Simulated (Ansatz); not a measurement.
G0W0 rungs for MoPbO4 (Wulfenite).

```xyz
12
Lattice="-2.7156 2.7156 6.0533 2.7156 -2.7156 6.0533 2.7156 2.7156 -6.0533" Properties=species:S:1:pos:R:3 pbc="T T T"
Mo    2.7156    0.0000    3.0266
Mo    0.0000    0.0000    6.0533
Pb    0.0000    2.7156    3.0266
Pb    0.0000    0.0000    0.0000
O     3.9930   -0.7419    2.0448
O     0.7419    1.2774    5.0714
O     1.4382    0.7419    2.0448
O     1.9737    1.4382   -0.9818
O     1.4382    3.4575    0.9818
O     1.9737   -1.2774    4.0085
O     1.2774   -0.7419    7.0351
O     3.4575    1.2774    4.0085
```

The cell and positions come from the Crystallography Open Database and are kept as given unless a step says otherwise. Spin-orbit coupling is left out unless a run names it.

Runs so far (Ansatz 0.2.0, start r2SCAN, hard PAW files, 4×4×4 mesh). Times are wall times on 1 × NVIDIA H100 80GB HBM3 (shared by 3 runs) with 4 threads of AMD EPYC 7R13 (Zen 3), shared host, good to a factor of about two.

| bands summed | cutoff (eV) | gap on the mesh (eV) | time |
| --- | --- | --- | --- |
| 465 | 100 | 4.242 | 2 min |
| 958 | 170 | 4.304 | 4 min |
| 1662 | 250 | 4.357 | 6.6 min |

Question: What should the next rung give, with 2714 bands and screening to 350 eV, and where is the limit?

The error falls about as one over the bands when the cutoff rises with them. A line through the two highest rungs given predicts 4.384 eV; the run gave 4.380 eV, close to it. The two highest rungs put the limit near 4.416 eV, the pair below near 4.428 eV; their difference is a rough measure of what is unsettled in bands and cutoff; the mesh is a separate error.

Gaps are over the mesh's points; an edge off the mesh would be missed. Limits: not at the basis limit; no spin-orbit coupling.

[Paths, hosts, dates, memory and timing lines, banners, echoed tables and standing remarks are left out of the program output.]

[Logs are printed without paths, hosts, clocks, repeated set-up lines and the standing remarks that a program may print on its own settings, such as how far it seeks lower states.]

[Runs of the session that timed out or met a known fault of the program may be left out.]

[Cells called generated may have been cut or substituted from an entry of the Crystallography Open Database or the Materials Project.]

[Hosts, paths, dates, database ids (printed as entryN), source tags and the programs' standing remarks are cut or masked in the printed files.]
